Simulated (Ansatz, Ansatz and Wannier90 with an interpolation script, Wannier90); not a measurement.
Rows from a G0W0 calculation on SiO2 (I-42d) (Ansatz 0.2.0; G0W0 on LDA, plane waves, PAW; 6×6×6 mesh, 352 empty bands, screening to 150 eV), in eV. Spin-orbit coupling is left out.

```csv
row,k,band,start,Σx,Σc at the solution,Vxc
A,Γ,v1,0.830,-26.315,4.056,-20.502
B,Γ,v5,-0.531,-25.846,4.013,-20.022
C,Γ,c1,6.647,-7.171,-3.322,-11.974
D,Γ,v3,-0.204,-26.065,4.202,-19.988
E,Γ,c2,9.283,-5.570,-3.865,-11.204
F,Γ,v4,-0.497,-25.916,4.036,-20.066
```

Work out each quasiparticle level and how far it moved.

The quasiparticle equation reads E = start + Σx + Σc(E) − Vxc.

```csv
row,E (eV),shift (eV)
A,-0.928,−1.758
B,-2.343,−1.811
C,8.129,+1.481
D,-2.080,−1.876
E,11.052,+1.769
F,-2.311,−1.813
```

Limits: not at the basis limit.

[Paths, hosts, dates, memory and timing lines, banners, echoed tables and standing remarks are left out of the program output.]

[Logs are printed without paths, hosts, clocks, repeated set-up lines and the standing remarks that a program may print on its own settings, such as how far it seeks lower states.]

[Runs of the session that timed out or met a known fault of the program may be left out.]

[Hosts, paths, dates, database ids (printed as entryN), source tags and the programs' standing remarks are cut or masked in the printed files.]
